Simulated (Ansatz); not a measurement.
## How many bands does the GW gap of Cs2AgBiF6 (Fm-3m) need?

Wanted: a G0W0 gap for Cs2AgBiF6 (Fm-3m) that is converged in bands and cutoff, or an estimate of the limit.

Program: Ansatz 0.2.0. Level of theory: G0W0 on PBE, plane waves, PAW; PAW set soft_1. Results are calculated unless marked as measured.

In doubt: one-shot GW on d or f shells is unsure, so the values of those runs are not to be relied on.

## 1. Starting point

Symmetry: Fm-3m, No. 225, cubic system. The conventional cell has a = 9.348 Å, b = 9.348 Å, c = 9.348 Å, α = 90.00°, β = 90.00°, γ = 90.00°. Nearest to Cs lie 12 F at 3.31 Å. Nearest to Ag lie 6 F at 2.42 Å. Nearest to Bi lie 6 F at 2.26 Å. F has 1 Bi at 2.26 Å and 1 Ag at 2.42 Å and 4 Cs at 3.31 Å nearest. Farther neighbours and most contacts between anions are not listed.

The cell and positions are those that the Materials Project relaxed with its own functionals (PBE, PBE+U or r2SCAN), kept fixed. Spin-orbit coupling is left out unless a step names it.

## 2. 168 empty bands, screening to 51 eV

Now the one-shot GW correction: screening in the RPA, then the self-energy of the levels asked for. This step takes PAW set soft_1 files.

Input file input.yaml:

```yaml
crystal:
  lattice:
    - [0.0, 4.6740694725, 4.6740694725]
    - [4.6740694725, 0.0, 4.6740694725]
    - [4.6740694725, 4.6740694725, 0.0]
  atoms:
    - { symbol: Cs, position: [0.75, 0.75, 0.75] }
    - { symbol: Cs, position: [0.25, 0.25, 0.25] }
    - { symbol: Ag, position: [0.5, 0.5, 0.5] }
    - { symbol: Bi, position: [0.0, 0.0, 0.0] }
    - { symbol: F, position: [0.75872864, 0.24127136, 0.24127136] }
    - { symbol: F, position: [0.24127136, 0.24127136, 0.75872864] }
    - { symbol: F, position: [0.24127136, 0.75872864, 0.75872864] }
    - { symbol: F, position: [0.24127136, 0.75872864, 0.24127136] }
    - { symbol: F, position: [0.75872864, 0.24127136, 0.75872864] }
    - { symbol: F, position: [0.75872864, 0.75872864, 0.24127136] }
kpoints:
  mp_grid: { grid: [4, 4, 4] }
hamiltonian:
  xc: pbe
  pseudopotentials: { kind: paw, azcp: { folder: soft_1 } }
scf:
  occupations: { method: fixed }
gw:
  n_empty_bands: 168
  ecut_chi: 51
  qp_bands: [v3, c3]
  qp_kpoints: band_edges
  screening: { model: contour_deformation }
```

The run is started by

```bash
ansatz run input.yaml --threads 2 --pin off --max-ram 92160MiB --backend cuda --events-out ev --progress --plain --runs-dir out --devices 1 --max-vram 13GiB
```

Numbers of over 12 decimals in the logs are rounded to 6 here.

The program printed:

```text
GPUs: using 1 of 1 available (devices: 1).
Engine: ansatz 0.2.0, x86_64-unknown-linux-gnu
Pseudopotentials: kind: paw
Pseudopotential: Cs, paw, valence charge 9, recommended cutoff 420 eV (normal), soft_1/Cs.paw.azcp
Pseudopotential: Ag, paw, valence charge 19, recommended cutoff 420 eV (normal), soft_1/Ag.paw.azcp
Pseudopotential: Bi, paw, valence charge 15, recommended cutoff 420 eV (normal), soft_1/Bi.paw.azcp
Pseudopotential: F, paw, valence charge 7, recommended cutoff 420 eV (normal), soft_1/F.paw.azcp
Functional definition: PBE
  parameter kappa = 0.804
  parameter beta = 0.066725
  exchange = pbe_x(kappa = kappa, mu = beta*pi^2/3)
  correlation = pbe_c(beta = beta)
device memory: the entry about to start is reckoned to put 2.8 GiB on a device that reports 36.8 GiB free (of which the cap on the GPU budget leaves the run 13.0 GiB)
GPU FFT provider: cuFFT
GPU libraries: cuBLAS 13.8.2, cuFFT 12.4.0, cuSOLVER 12.3.4
Crystal: 10 atoms, lattice volume = 204.228 Å³
Basis set: ecut = 420 eV, 4015 PW (Γ)
Bands: 57, of which v1, the nominal top of the filled ones, is band 47 counted from 1 (46 counted from 0)
Symmetry: 48 space group operations
Space group: Fm-3m (ITA 225), of the structure as read, at distance tolerance 5.9e-5 Å
k-points: 8 of 64
Non-local potential: Cs, projectors of the file, l = 0: 3, l = 1: 2, l = 2: 2, l = 3: 2
Non-local potential: Ag, projectors of the file, l = 0: 3, l = 1: 2, l = 2: 2, l = 3: 1
Non-local potential: Bi, projectors of the file, l = 0: 2, l = 1: 2, l = 2: 2, l = 3: 1
Non-local potential: F, projectors of the file, l = 0: 2, l = 1: 2, l = 2: 1
PAW form: soft (Blöchl's): semilocal exchange-correlation on the pseudo side does not see the compensation charge
PAW one-centre angular grid: Cs, 194 points (default); XC on 64 Gauss nodes
PAW one-centre angular grid: Ag, 590 points (default); XC on 64 Gauss nodes
PAW one-centre angular grid: Bi, 590 points (default); XC on 64 Gauss nodes
PAW one-centre angular grid: F, 110 points (default); XC on 64 Gauss nodes
Initial density: superposition of atomic densities (chi_scale 0.1, normalization cell, long waves kept (reshape's long-wave potential 0.01 eV rms))
Initial wavefunctions: pseudopotential atomic-orbital guess
GPU buffer pool allocated for 91125 grid points (all kernels)
GPU transforms: local potential and band sums: pruned to the plane-wave sphere, on 45×45×45
Functional: x = pbe(κ = 0.804, μ = 0.219515), c = pbe(β = 0.066725)
SCF iter   1: F=—  HF=-36200.992299 eV  |F-HF|=—  |Δ(HF+E_count)|=         —  Δρ=1.60e-1  dr2=4.74e1  ethr=3.10e-3  ⟨swp⟩=5.2  Hψ=1501  notcnv=0  defer=50
preconditioner: auto → Resta (q_TF=auto, 2.397 Å⁻¹)  ε∞=4.2  [insulator: Δε(μ)=1.100 eV  Ē_g=12.245 eV  n_scr=58 (ndim 8)  ℏωp=22.0 eV  f_vac=0.019  ε∞_Penn≈4.2]
SCF iter   2: F=—  HF=-36189.502943 eV  |F-HF|=—  |Δ(HF+E_count)|=    1.15e1  Δρ=6.26e-2  dr2=5.29e0  ethr=3.10e-3  ⟨swp⟩=4.0  Hψ=1164  notcnv=0  defer=56
SCF iter   3: F=—  HF=-36188.398750 eV  |F-HF|=—  |Δ(HF+E_count)|=    1.10e0  Δρ=1.77e-2  dr2=1.12e0  ethr=3.10e-3  ⟨swp⟩=2.0  Hψ=874  notcnv=0  defer=46
SCF iter   4: F=—  HF=-36188.101468 eV  |F-HF|=—  |Δ(HF+E_count)|=   2.97e-1  Δρ=4.82e-3  dr2=1.03e-1  ethr=1.19e-3  ⟨swp⟩=2.6  Hψ=794  notcnv=0  defer=60
SCF iter   5: F=—  HF=-36188.081514 eV  |F-HF|=—  |Δ(HF+E_count)|=   2.00e-2  Δρ=2.12e-3  dr2=1.13e-2  ethr=1.09e-4  ⟨swp⟩=3.1  Hψ=752  notcnv=0  defer=59
SCF iter   6: F=—  HF=-36188.083734 eV  |F-HF|=—  |Δ(HF+E_count)|=   2.22e-3  Δρ=1.02e-3  dr2=1.56e-3  ethr=1.21e-5  ⟨swp⟩=3.0  Hψ=904  notcnv=0  defer=59
SCF iter   7: F=—  HF=-36188.083546 eV  |F-HF|=—  |Δ(HF+E_count)|=   1.88e-4  Δρ=1.41e-4  dr2=3.82e-5  ethr=1.66e-6  ⟨swp⟩=2.0  Hψ=806  notcnv=0  defer=59
SCF iter   8: F=—  HF=-36188.083563 eV  |F-HF|=—  |Δ(HF+E_count)|=   1.66e-5  Δρ=3.40e-5  dr2=3.07e-6  ethr=4.07e-8  ⟨swp⟩=2.0  Hψ=811  notcnv=0  defer=52
SCF iter   9: F=—  HF=-36188.083563 eV  |F-HF|=—  |Δ(HF+E_count)|=   4.47e-7  Δρ=7.60e-6  dr2=1.50e-7  ethr=3.27e-9  ⟨swp⟩=2.0  Hψ=785  notcnv=0  defer=52
SCF iter  10: F=-36188.083563 eV  HF=-36188.083563 eV  |F-HF|=1.45e-8  |Δ(HF+E_count)|=   1.33e-7  Δρ=1.97e-6  dr2=1.11e-8  ethr=1.06e-10  ⟨swp⟩=11.2  Hψ=1829  notcnv=0
SCF 1 converged in 10 iterations: F = -36188.083563 eV  dr2 = 1.11e-8
  greatest PAW one-centre occupation: 1.001 electrons in one spin orbital (limit 2), on the Ag atom at site 2 (counted from 0), in its partial waves of l = 0
device memory: the entry about to start is reckoned to put 3.4 GiB on a device that reports 36.8 GiB free (of which the cap on the GPU budget leaves the run 13.0 GiB)
NSCF: frozen V_eff on 8 k-points
the band table was solved once the SCF had ended and its energy, with any forces and stress, was formed, with the checks that follow a solve (1706 applications of the Hamiltonian). They found nothing against the state; the energy, forces and stress were not computed again (output.eigenvalues in the input reference)
device memory: the entry about to start is reckoned to put 2.9 GiB on a device that reports 36.8 GiB free (of which the cap on the GPU budget leaves the run 13.0 GiB)
NSCF: frozen V_eff on 8 k-points
G₀W₀ screening: q 1/8
[... further progress lines ...]
device memory: the entry about to start is reckoned to put 1.2 GiB on a device that reports 48.5 GiB free (of which the cap on the GPU budget leaves the run 13.0 GiB)
NSCF: frozen V_eff on 1 k-points
SCF converged after 10 iterations
Free energy (F): -36188.083563 eV
Harris-Foulkes:  -36188.083563 eV  (|F-HF|=1.45e-8)
Internal energy: -36188.083563 eV  (E = F + TS)
E sigma→0 (E₀):  -36188.083563 eV
Fermi energy:    6.038955 eV
--- Per-component energies (eV) ---
  E_band       = -769.743383
  E_kinetic    = 2195.268061
  E_local      = -9608.450165  (includes V_loc(G=0)·N_el)
  E_nonlocal   = 1013.032031
  E_hartree    = 4038.256840
  E_xc         = -1135.227785
  E_vxc        = -1203.671829  (∫ρ·V_xc dr)
  E_paw        = -25966.932448  (= ΣΔE_a)
  E_vpaw       = -1242.443548  (= ΣTr[D̂ρ^β])
  E_aug_tail   = 0.004665  (compensation charges beyond the density's cutoff)
  E_ewald      = -6724.034761
  E_smearing   = -0.000000  (= −TS)
  E_closure    = 0.000000  (closes the sum)
  Σ components = -36188.083563   (vs F -36188.083563, Δ=0.00e0)
--- Band table (eV; the first three rows and the last of 8) ---
  k-point 0: bands = [... 43 lower, 4.5939, 4.5939, 5.4466, 5.4466, 9.4980, 9.4980, 9.4980, 9.8362, ... 6 higher]
  k-point 1: bands = [... 43 lower, 4.6071, 4.6071, 5.2929, 5.2929, 8.9659, 9.9148, 9.9148, 10.9494, ... 6 higher]
  k-point 2: bands = [... 43 lower, 4.6158, 4.6158, 5.1512, 5.1512, 8.7370, 10.4005, 10.4005, 11.7940, ... 6 higher]
  k-point 7: bands = [... 43 lower, 4.6228, 4.6600, 5.2412, 5.9386, 9.7010, 10.1401, 10.1401, 10.9003, ... 6 higher]
--- G₀W₀: contour deformation, 6 samples at zero and on the imaginary axis and 2 off it, 64 q-points, 168 empty bands' worth ---
  eigenvalues of the whole cell's RPA ε∞ on this k-mesh (on a slab, of 1 + 4πα/V) = 2.8269, 2.8269, 2.8269; static W/v taken at q = 0 is 0.353740
  bands read: the sum over 215 bands ends inside a degenerate multiplet in 1 slot, whose members it reads at an even weight; the widest, k=0: bands 215 to 217 (counted from 1) at 1/3 each
  gw.qp_kpoints: band_edges: 8 of 8 stored k-points solved, in 1 pass; an edge of the gap read off the rows below is read off those points alone
    ik  band        ε_KS         Σx   Σc(E_QP)       V_xc       Z   E_QP_lin       E_QP  E_QP is
     0    45      4.5939   -34.7946     5.4989   -27.9790  0.7437     3.2197     3.2772  root
     0    46      5.4466   -35.8570     5.4281   -29.2377  0.7526     4.2153     4.2555  root
     0    47      5.4466   -35.8570     5.4281   -29.2377  0.7526     4.2153     4.2555  root
     0    48      9.4980    -9.0908    -2.9843   -13.2841  0.8340    10.7274    10.7070  root
     0    49      9.4980    -9.0908    -2.9843   -13.2841  0.8340    10.7274    10.7070  root
     0    50      9.4980    -9.0908    -2.9843   -13.2841  0.8340    10.7274    10.7070  root
     1    45      4.6071   -34.8329     5.5053   -28.0123  0.7439     3.2349     3.2918  root
     1    46      5.2929   -35.3976     5.3925   -28.8040  0.7496     4.0479     4.0918  root
     1    47      5.2929   -35.3976     5.3925   -28.8040  0.7496     4.0479     4.0918  root
     1    48      8.9659    -9.6490    -3.0919   -13.9059  0.8312    10.1490    10.1310  root
     1    49      9.9148   -10.4974    -2.8905   -14.6794  0.8257    11.2333    11.2063  root
     1    50      9.9148   -10.4974    -2.8905   -14.6794  0.8257    11.2333    11.2063  root
     2    45      4.6158   -34.8434     5.5064   -28.0235  0.7440     3.2457     3.3023  root
     2    46      5.1512   -35.1502     5.4036   -28.5337  0.7459     3.8898     3.9382  root
     2    47      5.1512   -35.1502     5.4036   -28.5337  0.7459     3.8898     3.9382  root
     2    48      8.7370    -9.1156    -3.2633   -13.5544  0.8328     9.9305     9.9124  root
     2    49     10.4005   -12.2577    -2.8332   -16.5063  0.8139    11.8583    11.8159  root
     2    50     10.4005   -12.2577    -2.8332   -16.5063  0.8139    11.8583    11.8159  root
     3    45      4.6226   -34.8819     5.5135   -28.0543  0.7443     3.2522     3.3085  root
     3    46      5.3988   -33.9891     4.9618   -27.9075  0.7576     4.2451     4.2790  root
     3    47      5.4482   -35.8779     5.4335   -29.2523  0.7525     4.2160     4.2562  root
     3    48      9.1938   -10.6257    -2.9373   -14.7326  0.8265    10.3823    10.3634  root
     3    49      9.9201   -10.3401    -2.9753   -14.6291  0.8254    11.2628    11.2339  root
     3    50      9.9201   -10.3401    -2.9753   -14.6291  0.8254    11.2628    11.2339  root
[...]
6    49     10.1546    -9.4522    -3.6438   -14.3834  0.8104    11.4779    11.4420  root
     6    50     10.3504   -11.7804    -2.9989   -16.2184  0.8141    11.8344    11.7895  root
     7    45      4.6600   -35.0228     5.5360   -28.1735  0.7449     3.2914     3.3467  root
     7    46      5.2412   -35.2783     5.3876   -28.6860  0.7483     3.9910     4.0365  root
     7    47      5.9386   -34.2551     4.7330   -28.5233  0.7694     4.9190     4.9398  root
     7    48      9.7010   -10.0802    -3.4281   -14.8124  0.8178    11.0360    11.0051  root
     7    49     10.1401   -11.4103    -2.9003   -15.6569  0.8196    11.5197    11.4865  root
     7    50     10.1401   -11.4103    -2.9003   -15.6569  0.8196    11.5197    11.4865  root
```

It took 17 s on 1 × NVIDIA H100 80GB HBM3 (shared by 6 runs) with 2 threads of AMD EPYC 7R13 (Zen 3), shared host; peak memory 1.3 GiB.

Numbers from this step:

```
bands summed                                 : 215
RPA ε∞ on this mesh (eigenvalues)            : 2.827, 2.827, 2.827
plane waves in the screening matrix          : 169
q-points in the mesh                         : 64
G0W0 gap on the mesh                         : 4.844 eV
k of the valence top                         : 0, -0.5, -0.5
k of the conduction bottom                   : 0, 0, -0.5
starting gap on the mesh                     : 2.698 eV
Z at the valence top                         : 0.7716
Z at the conduction bottom                   : 0.8328
least direct G0W0 gap on the computed points : 5.782 eV
```

The gap on the mesh goes from 2.70 eV to 4.84 eV, a correction of +2.15 eV. Between the two edge states, bare exchange in place of the xc potential would open the gap by 10.05 eV, and correlation takes back 7.91 eV.

## 3. 477 empty bands, screening to 102 eV

Another rung: the empty bands reach about as high as the screening cutoff, so the two stay in balance.

input.yaml, as its differences from that of step 2:

```diff
@@ -24,4 +24,4 @@
 gw:
-  n_empty_bands: 168
-  ecut_chi: 51
+  n_empty_bands: 477
+  ecut_chi: 102
   qp_bands: [v3, c3]
```

The program printed:

```text
GPUs: using 1 of 1 available (devices: 1).
[...]
GPU FFT provider: cuFFT
GPU libraries: cuBLAS 13.8.2, cuFFT 12.4.0, cuSOLVER 12.3.4
Crystal: 10 atoms, lattice volume = 204.228 Å³
Basis set: ecut = 420 eV, 4015 PW (Γ)
Bands: 57, of which v1, the nominal top of the filled ones, is band 47 counted from 1 (46 counted from 0)
Symmetry: 48 space group operations
[...]
k-points: 8 of 64
[...]
GPU buffer pool allocated for 91125 grid points (all kernels)
[...]
SCF iter   1: F=—  HF=-36200.992299 eV  |F-HF|=—  |Δ(HF+E_count)|=         —  Δρ=1.60e-1  dr2=4.74e1  ethr=3.10e-3  ⟨swp⟩=5.2  Hψ=1501  notcnv=0  defer=50
[...]
SCF iter  10: F=-36188.083563 eV  HF=-36188.083563 eV  |F-HF|=1.45e-8  |Δ(HF+E_count)|=   1.33e-7  Δρ=1.97e-6  dr2=1.11e-8  ethr=1.06e-10  ⟨swp⟩=11.2  Hψ=1829  notcnv=0
SCF 1 converged in 10 iterations: F = -36188.083563 eV  dr2 = 1.11e-8
[...]
NSCF: frozen V_eff on 8 k-points
[...]
G₀W₀ screening: q 1/8
[... further progress lines ...]
[...]
SCF converged after 10 iterations
Free energy (F): -36188.083563 eV
[...]
Internal energy: -36188.083563 eV  (E = F + TS)
E sigma→0 (E₀):  -36188.083563 eV
Fermi energy:    6.038955 eV
[...]
--- Band table (eV; the first three rows and the last of 8) ---
  k-point 0: bands = [... 43 lower, 4.5939, 4.5939, 5.4466, 5.4466, 9.4980, 9.4980, 9.4980, 9.8362, ... 6 higher]
  k-point 1: bands = [... 43 lower, 4.6071, 4.6071, 5.2929, 5.2929, 8.9659, 9.9148, 9.9148, 10.9494, ... 6 higher]
  k-point 2: bands = [... 43 lower, 4.6158, 4.6158, 5.1512, 5.1512, 8.7370, 10.4005, 10.4005, 11.7940, ... 6 higher]
  k-point 7: bands = [... 43 lower, 4.6228, 4.6600, 5.2412, 5.9386, 9.7010, 10.1401, 10.1401, 10.9003, ... 6 higher]
[...]
0    45      4.5939   -34.7946     5.3227   -27.9790  0.7386     3.0239     3.1010  root
     0    46      5.4466   -35.8570     5.2879   -29.2377  0.7459     4.0637     4.1153  root
     0    47      5.4466   -35.8570     5.2879   -29.2377  0.7459     4.0637     4.1153  root
     0    48      9.4980    -9.0908    -3.2244   -13.2841  0.8305    10.4792    10.4669  root
     0    49      9.4980    -9.0908    -3.2244   -13.2841  0.8305    10.4792    10.4669  root
     0    50      9.4980    -9.0908    -3.2244   -13.2841  0.8305    10.4792    10.4669  root
     1    45      4.6071   -34.8329     5.3313   -28.0123  0.7387     3.0417     3.1178  root
     1    46      5.2929   -35.3976     5.2404   -28.8040  0.7434     3.8819     3.9397  root
[...]
7    47      5.9386   -34.2551     4.6173   -28.5233  0.7612     4.7978     4.8241  root
     7    48      9.7010   -10.0802    -3.6929   -14.8124  0.8138    10.7583    10.7403  root
     7    49     10.1401   -11.4103    -3.1154   -15.6569  0.8146    11.2930    11.2713  root
     7    50     10.1401   -11.4103    -3.1154   -15.6569  0.8146    11.2930    11.2713  root
```

Elapsed: 23 s, on 1 × NVIDIA H100 80GB HBM3 (shared by 6 runs) with 2 threads; peak memory 1.9 GiB; 33 s of CPU time.

This step gave:

- bands summed: 524
- RPA ε∞ on this mesh (eigenvalues): 2.828, 2.828, 2.828
- plane waves in the screening matrix: 531
- q-points in the mesh: 64
- G0W0 gap on the mesh: 4.700 eV
- k of the valence top: 0, -0.5, -0.5
- k of the conduction bottom: 0, 0, -0.5
- starting gap on the mesh: 2.698 eV
- Z at the valence top: 0.7632
- Z at the conduction bottom: 0.8297
- least direct G0W0 gap on the computed points: 5.663 eV

Against the run with 4×4×4 mesh, 168 empty bands, screening to 51 eV, PAW set soft_1 files, the gap moves by −0.14 eV.

## 4. 1027 empty bands, screening to 170 eV

input.yaml, as its differences from that of step 3:

```diff
@@ -24,4 +24,4 @@
 gw:
-  n_empty_bands: 477
-  ecut_chi: 102
+  n_empty_bands: 1027
+  ecut_chi: 170.0
   qp_bands: [v3, c3]
```

The program printed:

```text
GPUs: using 1 of 1 available (devices: 1).
[...]
GPU FFT provider: cuFFT
GPU libraries: cuBLAS 13.8.2, cuFFT 12.4.0, cuSOLVER 12.3.4
Crystal: 10 atoms, lattice volume = 204.228 Å³
Basis set: ecut = 420 eV, 4015 PW (Γ)
Bands: 57, of which v1, the nominal top of the filled ones, is band 47 counted from 1 (46 counted from 0)
Symmetry: 48 space group operations
[...]
k-points: 8 of 64
[...]
1    46      5.2929   -35.3976     5.1215   -28.8040  0.7418     3.7512     3.8208  root
[...]
7    47      5.9386   -34.2551     4.4455   -28.5233  0.7583     4.6167     4.6523  root
     7    48      9.7010   -10.0802    -3.8052   -14.8124  0.8128    10.6416    10.6280  root
     7    49     10.1401   -11.4103    -3.2335   -15.6569  0.8134    11.1697    11.1532  root
     7    50     10.1401   -11.4103    -3.2335   -15.6569  0.8134    11.1697    11.1532  root
[key lines of the parts left out:]
SCF converged after 10 iterations
Free energy (F): -36188.083563 eV
Fermi energy:    6.038955 eV
```

Wall time 77 s (1 × NVIDIA H100 80GB HBM3 (shared by 6 runs) with 2 threads); peak memory 3.5 GiB.

Numbers from this step:

| Property | Result |
| --- | --- |
| bands summed | 1074 |
| RPA ε∞ on this mesh (eigenvalues) | 2.814, 2.814, 2.814 |
| plane waves in the screening matrix | 965 |
| G0W0 gap on the mesh | 4.783 eV |
| k of the valence top | 0, -0.5, -0.5 |
| k of the conduction bottom | 0, 0, -0.5 |
| starting gap on the mesh | 2.698 eV |
| least direct G0W0 gap on the computed points | 5.721 eV |

Against the run with 4×4×4 mesh, 477 empty bands, screening to 102 eV, PAW set soft_1 files, the gap moves by +0.08 eV.

[end of part 1 of 2]

[Paths, hosts, dates, memory and timing lines, banners, echoed tables and standing remarks are left out of the program output.]

[Logs are printed without paths, hosts, clocks, repeated set-up lines and the standing remarks that a program may print on its own settings, such as how far it seeks lower states.]

[Runs of the session that timed out or met a known fault of the program may be left out.]

[Cells called generated may have been cut or substituted from an entry of the Crystallography Open Database or the Materials Project.]

[Hosts, paths, dates, database ids (printed as entryN), source tags and the programs' standing remarks are cut or masked in the printed files.]
